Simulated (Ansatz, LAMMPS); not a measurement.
# Structural relaxation of a frame of liquid SiO0.5 from 3700 K (79 atoms)

Aim: bring a frame of liquid SiO0.5 from 3700 K (79 atoms) to a nearby minimum of the energy and see what moves.

Main program and level: Ansatz 0.2.0; Kohn-Sham DFT, PBE, PAW (set soft_2), plane waves.

### 1. The structure

The cell holds 79 atoms: 53 Si and 26 O. Its edges and angles: a = 11.195 Å, b = 11.195 Å, c = 11.195 Å, α = 90.0°, β = 90.0°, γ = 90.0°. 79 atoms (53 Si, 26 O) placed at random at 2.25 g/cm³, melted at 5000 K for 10 ps at fixed volume with the Tersoff Si-O potential (Munetoh et al., Comput. Mater. Sci. 39, 334 (2007)). Snapshot at the end of a hold of 5 ps at 3700 K and fixed volume.

Before any run, some limits are plain. The starting topology of bonds comes from the classical model. The Brillouin zone is sampled at Γ only, in a cell whose shortest periodic width is 11 Å.

### 2. Making the structure

A classical potential makes the cell, at a small fraction of what the same run would cost in DFT.

This step: classical MD, Tersoff Si-O potential (Munetoh et al., Comput. Mater. Sci. 39, 334 (2007)) (LAMMPS 22 Jul 2025 - Update 4).

in.lmp

```
# melt-quench of Si53O26
units metal
atom_style atomic
boundary p p p
region box block 0 11.1950 0 11.1950 0 11.1950
create_box 2 box
mass 1 28.0850   # Si
mass 2 15.9990   # O
create_atoms 1 random 53 24938 NULL overlap 1.88 maxtry 2000
create_atoms 2 random 26 24945 NULL overlap 1.88 maxtry 2000
pair_style tersoff
pair_coeff * * SiO.tersoff Si O
neigh_modify delay 0 every 1 check yes
thermo_style custom step time temp pe press density
thermo_modify norm yes
timestep 0.001
thermo 100
min_style cg
minimize 1e-4 1e-4 200 2000
reset_timestep 0
velocity all create 5000 24939 mom yes dist gaussian
fix lim all nve/limit 0.05
fix lan all langevin 5000 5000 0.1 24940 zero yes
thermo 500
run 1000 post no
unfix lim
unfix lan
thermo 1666
fix md all nvt temp 5000 5000 0.1
run 10000 post no
unfix md
thermo 1000
fix md all nvt temp 5000 3700 0.1
run 3000 post no
# [... 10 lines left out ...]
fix md all nvt temp 3700 300 0.1
run 68000 post no
unfix md
thermo 2500
fix md all nvt temp 300 300 0.1
run 5000 post no
unfix md
write_dump all custom glass.dump id type xs ys zs modify sort id
```

Command:

```bash
lmp -in in.lmp -log none -nocite
```

Numbers of over 12 decimals in the logs are rounded to 6 here.

The log of the run:

```text
LAMMPS (22 Jul 2025 - Update 4)
Created orthogonal box = (0 0 0) to (11.195 11.195 11.195)
Created 53 atoms
Created 26 atoms
   Step          Time           Temp          PotEng         Press         Density
         0   0              0             -1.9012414     -175853.97      2.253995
        73   0.073          0             -4.6506573      5467.9896      2.253995
Loop time of 0.0310111 s on 1 MPI rank(s) for 73 steps with 79 atoms
Minimization stats:
  Stopping criterion = energy tolerance
  Energy initial, next-to-last, final =
       -1.901241372561  -4.65039889999508  -4.65065731668127
  Force two-norm initial, final = 100.41883 5.7800903
[... 23 lines left out ...]
[... 6 lines left out ...]
Loop time of 0.743653 s on 1 MPI rank(s) for 5000 steps with 79 atoms
== T3700: mean square displacement over the hold 8.22 A^2
   Step          Time           Temp          PotEng         Press         Density
[... 12 lines left out ...]
Loop time of 9.82493 s on 1 MPI rank(s) for 68000 steps with 79 atoms
   Step          Time           Temp          PotEng         Press         Density
     87000   87             322.821       -5.4786961     -31157.69       2.253995
     87500   87.5           297.43998     -5.4808858     -34299.71       2.253995
     90000   90             343.97603     -5.4809057     -30320.85       2.253995
     92000   92             303.96916     -5.4859556     -35185.645      2.253995
Loop time of 0.638863 s on 1 MPI rank(s) for 5000 steps with 79 atoms
```

Wall time 14 s (1 thread of Intel Xeon at 2.80GHz (Skylake/Cascade Lake), shared host); peak memory 0.36 GiB.

### 3. Single point at the start

A single point comes first, to see the forces before anything moves.

input.yaml

```yaml
crystal:
  lattice:
    - [11.195, 0.0, 0.0]
    - [0.0, 11.195, 0.0]
    - [0.0, 0.0, 11.195]
  atoms:
    - { symbol: Si, position: [0.38166, 0.659, 0.88332] }
    - { symbol: Si, position: [0.03253, 0.50452, 0.20484] }
    - { symbol: Si, position: [0.23579, 0.0272, 0.89223] }
    - { symbol: Si, position: [0.2751, 0.88219, 0.47533] }
    - { symbol: Si, position: [0.37874, 0.67715, 0.21272] }
    - { symbol: Si, position: [0.43585, 0.93681, 0.93836] }
    - { symbol: Si, position: [0.75244, 0.92585, 0.83849] }
    - { symbol: Si, position: [0.70005, 0.83724, 0.19606] }
    - { symbol: Si, position: [0.16669, 0.06713, 0.44574] }
    - { symbol: Si, position: [0.57744, 0.36455, 0.72249] }
    - { symbol: Si, position: [0.12478, 0.97448, 0.72174] }
    - { symbol: Si, position: [0.13849, 0.33523, 0.17287] }
    - { symbol: Si, position: [0.7122, 0.92295, 0.55457] }
    - { symbol: Si, position: [0.67911, 0.06481, 0.95157] }
    - { symbol: Si, position: [0.72952, 0.59299, 0.64413] }
    - { symbol: Si, position: [0.47326, 0.84493, 0.31816] }
    - { symbol: Si, position: [0.18102, 0.70662, 0.45231] }
    - { symbol: Si, position: [0.23874, 0.41867, 0.67641] }
    - { symbol: Si, position: [0.99315, 0.76834, 0.35995] }
    - { symbol: Si, position: [0.79625, 0.2739, 0.53703] }
    - { symbol: Si, position: [0.63387, 0.58316, 0.10237] }
    - { symbol: Si, position: [0.12178, 0.43738, 0.38184] }
    - { symbol: Si, position: [0.82922, 0.38129, 0.79604] }
    - { symbol: Si, position: [0.61937, 0.75742, 0.83979] }
    - { symbol: Si, position: [0.05, 0.85027, 0.88041] }
    - { symbol: Si, position: [0.42637, 0.34448, 0.94137] }
    - { symbol: Si, position: [0.39154, 0.48628, 0.78633] }
    - { symbol: Si, position: [0.81977, 0.94955, 0.0659] }
    - { symbol: Si, position: [0.62373, 0.24588, 0.90768] }
    - { symbol: Si, position: [0.84929, 0.25515, 0.02075] }
    - { symbol: Si, position: [0.53703, 0.03998, 0.10421] }
    - { symbol: Si, position: [0.45567, 0.4794, 0.09152] }
    - { symbol: Si, position: [0.96861, 0.89615, 0.63279] }
    - { symbol: Si, position: [0.51324, 0.96002, 0.55571] }
    - { symbol: Si, position: [0.97708, 0.99142, 0.36418] }
    - { symbol: Si, position: [0.42797, 0.21035, 0.62432] }
    - { symbol: Si, position: [0.96869, 0.65571, 0.80441] }
    - { symbol: Si, position: [0.24251, 0.62738, 0.04577] }
    - { symbol: Si, position: [0.35498, 0.33745, 0.18238] }
    - { symbol: Si, position: [0.74808, 0.28138, 0.26945] }
    - { symbol: Si, position: [0.0089, 0.41116, 0.53682] }
    - { symbol: Si, position: [0.88968, 0.07645, 0.51334] }
    - { symbol: Si, position: [0.15542, 0.1773, 0.62873] }
    - { symbol: Si, position: [0.0343, 0.38962, 0.89879] }
    - { symbol: Si, position: [0.94017, 0.59316, 0.59992] }
    - { symbol: Si, position: [0.58255, 0.22406, 0.17998] }
    - { symbol: Si, position: [0.92656, 0.08272, 0.17664] }
    - { symbol: Si, position: [0.77254, 0.80335, 0.38118] }
    - { symbol: Si, position: [0.37499, 0.49672, 0.51162] }
    - { symbol: Si, position: [0.38512, 0.28988, 0.42847] }
    - { symbol: Si, position: [0.06059, 0.17202, 0.04474] }
    - { symbol: Si, position: [0.87633, 0.48299, 0.03745] }
    - { symbol: Si, position: [0.24103, 0.2324, 0.87597] }
    - { symbol: O, position: [0.02622, 0.51172, 0.82962] }
    - { symbol: O, position: [0.11532, 0.54204, 0.08682] }
    - { symbol: O, position: [0.56967, 0.92547, 0.20561] }
    - { symbol: O, position: [0.85151, 0.20836, 0.1858] }
    - { symbol: O, position: [0.10435, 0.43459, 0.661] }
    - { symbol: O, position: [0.67082, 0.30978, 0.59894] }
    - { symbol: O, position: [0.63888, 0.70777, 0.16148] }
    - { symbol: O, position: [0.80406, 0.93139, 0.69556] }
    - { symbol: O, position: [0.23564, 0.54152, 0.46141] }
    - { symbol: O, position: [0.71671, 0.46485, 0.72534] }
    - { symbol: O, position: [0.20863, 0.88268, 0.62487] }
    - { symbol: O, position: [0.48293, 0.78602, 0.88017] }
    - { symbol: O, position: [0.9061, 0.33822, 0.63442] }
    - { symbol: O, position: [0.13624, 0.04574, 0.99279] }
    - { symbol: O, position: [0.95446, 0.76426, 0.52313] }
    - { symbol: O, position: [0.11902, 0.26003, 0.92368] }
    - { symbol: O, position: [0.7636, 0.31895, 0.40787] }
    - { symbol: O, position: [0.2247, 0.28024, 0.71593] }
    - { symbol: O, position: [0.77266, 0.57597, 0.09963] }
    - { symbol: O, position: [0.39096, 0.2675, 0.29264] }
    - { symbol: O, position: [0.77545, 0.29722, 0.9141] }
    - { symbol: O, position: [0.41214, 0.90748, 0.4451] }
    - { symbol: O, position: [0.9421, 0.90814, 0.96422] }
    - { symbol: O, position: [0.65392, 0.64518, 0.75962] }
    - { symbol: O, position: [0.99914, 0.62209, 0.30743] }
    - { symbol: O, position: [0.47898, 0.07276, 0.62868] }
kpoints:
  mp_grid: { grid: [1, 1, 1] }
hamiltonian:
  xc: pbe
scf:
  occupations: { method: gaussian, width: 0.05 }
output:
  forces: true
  stress: true
  populations: intrinsic
  dos:
    method: { smearing: { sigma: 0.08 } }
    de: 0.1
    projected: { site_lists: { O: [O], Si: [Si] } }
  eigenvalues: true
```

Command:

```bash
ansatz run input.yaml --threads 4 --pin off --max-ram 8192MiB --backend cpu --events-out ev --progress --plain --runs-dir out
```

The log of the run:

```text
Engine: ansatz 0.2.0, aarch64-unknown-linux-gnu
Pseudopotentials: kind: paw
Pseudopotential: Si, paw, valence charge 4, recommended cutoff 420 eV (normal), Si.paw.azcp
Pseudopotential: O, paw, valence charge 6, recommended cutoff 420 eV (normal), O.paw.azcp
[... 5 lines on functional and potentials left out ...]
Crystal: 79 atoms, lattice volume = 1403.047 Å³
Basis set: ecut = 420 eV, 27369 PW (Γ), exchange–correlation on 150×150×150 points (8 copies of the dense FFT grid, shifted against one another)
Bands: 263, of which v1, the nominal top of the filled ones, is band 184 counted from 1 (183 counted from 0)
Symmetry: 1 space group operations
Space group: P1 (ITA 1), of the structure as read, at distance tolerance 1.1e-4 Å
k-points: 1
[... 5 lines on functional and potentials left out ...]
Initial density: superposition of atomic densities (neutral atoms: chi_scale 0, normalization atom), corrected by the library's trained network
Initial wavefunctions: pseudopotential atomic-orbital guess
Functional: x = pbe(κ = 0.804, μ = 0.219515), c = pbe(β = 0.066725)
SCF iter   1: F=—  HF=-48407.665301 eV  |F-HF|=—  |Δ(HF+E_count)|=         —  Δρ=8.12e-3  dr2=2.43e0  ethr=1.77e-3  ⟨swp⟩=6.0  Hψ=1224  notcnv=0  defer=34
preconditioner: auto → LDOS  [insulator: Δε(μ)=0.088 eV  Ē_g=8.670 eV  σ=0.050 eV  W_gap=0.79  n_scr=250 (ndim 8)  ℏωp=17.6 eV  f_vac=0.051  D(μ)=20.99/eV (n_scr^D=92)  ε∞_Penn≈5.1  β→1.0]
SCF iter   2: F=—  HF=-48407.433140 eV  |F-HF|=—  |Δ(HF+E_count)|=   2.32e-1  Δρ=4.20e-3  dr2=5.51e-1  ethr=6.61e-4  ⟨swp⟩=4.0  Hψ=472  notcnv=0  defer=69
SCF iter   3: F=—  HF=-48407.357933 eV  |F-HF|=—  |Δ(HF+E_count)|=   7.52e-2  Δρ=1.40e-3  dr2=1.05e-1  ethr=1.50e-4  ⟨swp⟩=2.0  Hψ=338  notcnv=0  defer=69
SCF iter   4: F=—  HF=-48407.346843 eV  |F-HF|=—  |Δ(HF+E_count)|=   1.11e-2  Δρ=5.43e-4  dr2=1.43e-2  ethr=2.86e-5  ⟨swp⟩=2.0  Hψ=241  notcnv=0  defer=69
SCF iter   5: F=—  HF=-48407.345502 eV  |F-HF|=—  |Δ(HF+E_count)|=   1.34e-3  Δρ=2.26e-4  dr2=2.34e-3  ethr=3.88e-6  ⟨swp⟩=3.0  Hψ=353  notcnv=0  defer=69
SCF iter   6: F=—  HF=-48407.345262 eV  |F-HF|=—  |Δ(HF+E_count)|=   2.40e-4  Δρ=1.02e-4  dr2=4.49e-4  ethr=6.35e-7  ⟨swp⟩=2.0  Hψ=264  notcnv=0  defer=69
SCF iter   7: F=—  HF=-48407.345174 eV  |F-HF|=—  |Δ(HF+E_count)|=   8.79e-5  Δρ=4.38e-5  dr2=6.74e-5  ethr=1.22e-7  ⟨swp⟩=2.0  Hψ=264  notcnv=0  defer=69
SCF iter   8: F=—  HF=-48407.343310 eV  |F-HF|=—  |Δ(HF+E_count)|=   1.86e-3  Δρ=1.70e-5  dr2=9.73e-6  ethr=1.83e-8  ⟨swp⟩=2.0  Hψ=397  notcnv=0  defer=69
SCF iter   9: F=—  HF=-48407.343309 eV  |F-HF|=—  |Δ(HF+E_count)|=   4.51e-7  Δρ=6.35e-6  dr2=1.11e-6  ethr=2.64e-9  ⟨swp⟩=2.0  Hψ=330  notcnv=0  defer=69
SCF iter  10: F=—  HF=-48407.343309 eV  |F-HF|=—  |Δ(HF+E_count)|=   1.74e-8  Δρ=2.94e-6  dr2=2.43e-7  ethr=3.00e-10  ⟨swp⟩=2.0  Hψ=364  notcnv=0  defer=69
SCF iter  11: F=-48407.343309 eV  HF=-48407.343309 eV  |F-HF|=3.84e-8  |Δ(HF+E_count)|=   8.41e-9  Δρ=1.42e-6  dr2=5.69e-8  ethr=2.72e-11  ⟨swp⟩=14.0  Hψ=1625  notcnv=0
SCF 1 converged in 11 iterations: F = -48407.343309 eV  dr2 = 5.69e-8
  greatest PAW one-centre occupation: 0.887 electrons in one spin orbital (limit 2), on the O atom at site 73 (counted from 0), in its partial waves of l = 0
SCF converged after 11 iterations
Free energy (F): -48407.343309 eV
Harris-Foulkes:  -48407.343309 eV  (|F-HF|=3.84e-8)
Internal energy: -48407.302927 eV  (E = F + TS)
E sigma→0 (E₀):  -48407.323118 eV
Entropy (-TS):   -0.040382 eV (-0.511 meV/atom)
Fermi energy:    5.867161 eV
--- Per-component energies (eV) ---
  E_band       = -908.034998
  E_kinetic    = 6809.338334
  E_local      = -19664.296314  (includes V_loc(G=0)·N_el)
  E_nonlocal   = 2610.850839
  E_hartree    = 7664.583336
  E_xc         = -4847.172447
  E_vxc        = -4929.349470  (∫ρ·V_xc dr)
  E_paw        = -31286.590670  (= ΣΔE_a)
  E_vpaw       = -1063.809958  (= ΣTr[D̂ρ^β])
  E_aug_tail   = 0.065180  (compensation charges beyond the density's cutoff)
  E_ewald      = -9694.081186
  E_smearing   = -0.040382  (= −TS)
  E_closure    = -0.000000  (closes the sum)
  Σ components = -48407.343309   (vs F -48407.343309, Δ=0.00e0)
--- Forces (eV/Å), atoms counted from 1 ---
  atom   1  Si    -1.14657220     0.09913160     1.63474545
  atom   2  Si    -2.99249651     2.06284115     0.08216362
  atom   3  Si     2.54497748    -0.85018230    -1.92832129
  atom   4  Si    -6.42092295     0.42630897     1.88369022
  atom   5  Si    -1.08345012     0.13603050    -0.16642564
  atom   6  Si    -0.20751829     1.46691532     0.73983140
  atom   7  Si    -0.85898880    -2.42889721    -0.55934513
  atom   8  Si    -0.19453799     0.04011051     0.08173769
  atom   9  Si     0.00776269    -0.03464351    -0.56391838
  atom  10  Si     0.45770025    -1.32621556    -1.45857383
  atom  11  Si     2.56378828     1.21741802    -0.99636601
  atom  12  Si     1.17410361    -2.26524588     0.33324383
  atom  13  Si     0.67193581     0.32180861    -1.74048440
  atom  14  Si    -0.32691707    -0.44391236     1.19570868
[...]
atom  78  O     -0.45799337     0.05655299    -1.19868335
  atom  79  O     -0.41244192     1.09737164     0.80897094
  max |Σ_I F_I| component: 1.02e-4 eV/Å
--- Stress (GPa, compression-positive) ---
        6.843705      -1.154459      -1.027201
       -1.154460       6.617211      -0.300526
       -1.027202      -0.300526       6.642124
  P = ⅓ Tr σ = 6.7010 GPa (67.010 kbar)
--- Band table (eV) ---
  k-point 0: bands = ["-18.7139", "-18.4562", "-18.1962", "-17.5284", [... 247 levels ...], "10.1440", "10.1951", "10.2315", "10.2427", "10.3074", "10.4061", "10.4412", "10.4926", "10.5454", "10.6057", "10.6576", "10.6918"]
--- intrinsic populations: 79 sites ---
  site symbol       q [e]
     0     Si      3.7162
     1     Si      3.2507
     2     Si      3.5277
[...]
78      O      6.8016
  spilling = 0.000000 (of n_electrons = 368.000000)
```

Run time: 13 s. Hardware: 4 threads of Arm Neoverse V2, shared host; peak memory 1.4 GiB.

Read from the output:

| Item | Value |
| --- | --- |
| free energy | -48407.3433 eV |
| free energy per atom | -612.7512 eV/atom |
| SCF cycles | 11 |
| pressure | 6.701 GPa |
| r.m.s. force component | 1.962 eV/Å |
| longest force | 10.18 eV/Å |
| Fermi energy | 5.867 eV |
| levels partly filled by over 2 per cent | 2 |

The r.m.s. force component of 2.0 eV/Å and the pressure of 6.7 GPa set the starting point.

Length of the force by element:

```
element  coordination  atoms  mean length of the force (eV/Å)  spread  least  most
      O           all     26                             3.05    1.72  0.567  8.03
     Si           all     53                             2.81    1.82  0.215  10.2
```

(Continued in part 2 of 3.)

[Logs are printed without paths, hosts, clocks, repeated set-up lines and the standing remarks that a program may print on its own settings, such as how far it seeks lower states.]

[Hosts, paths, dates, database ids (printed as entryN), source tags and the programs' standing remarks are cut or masked in the printed files.]
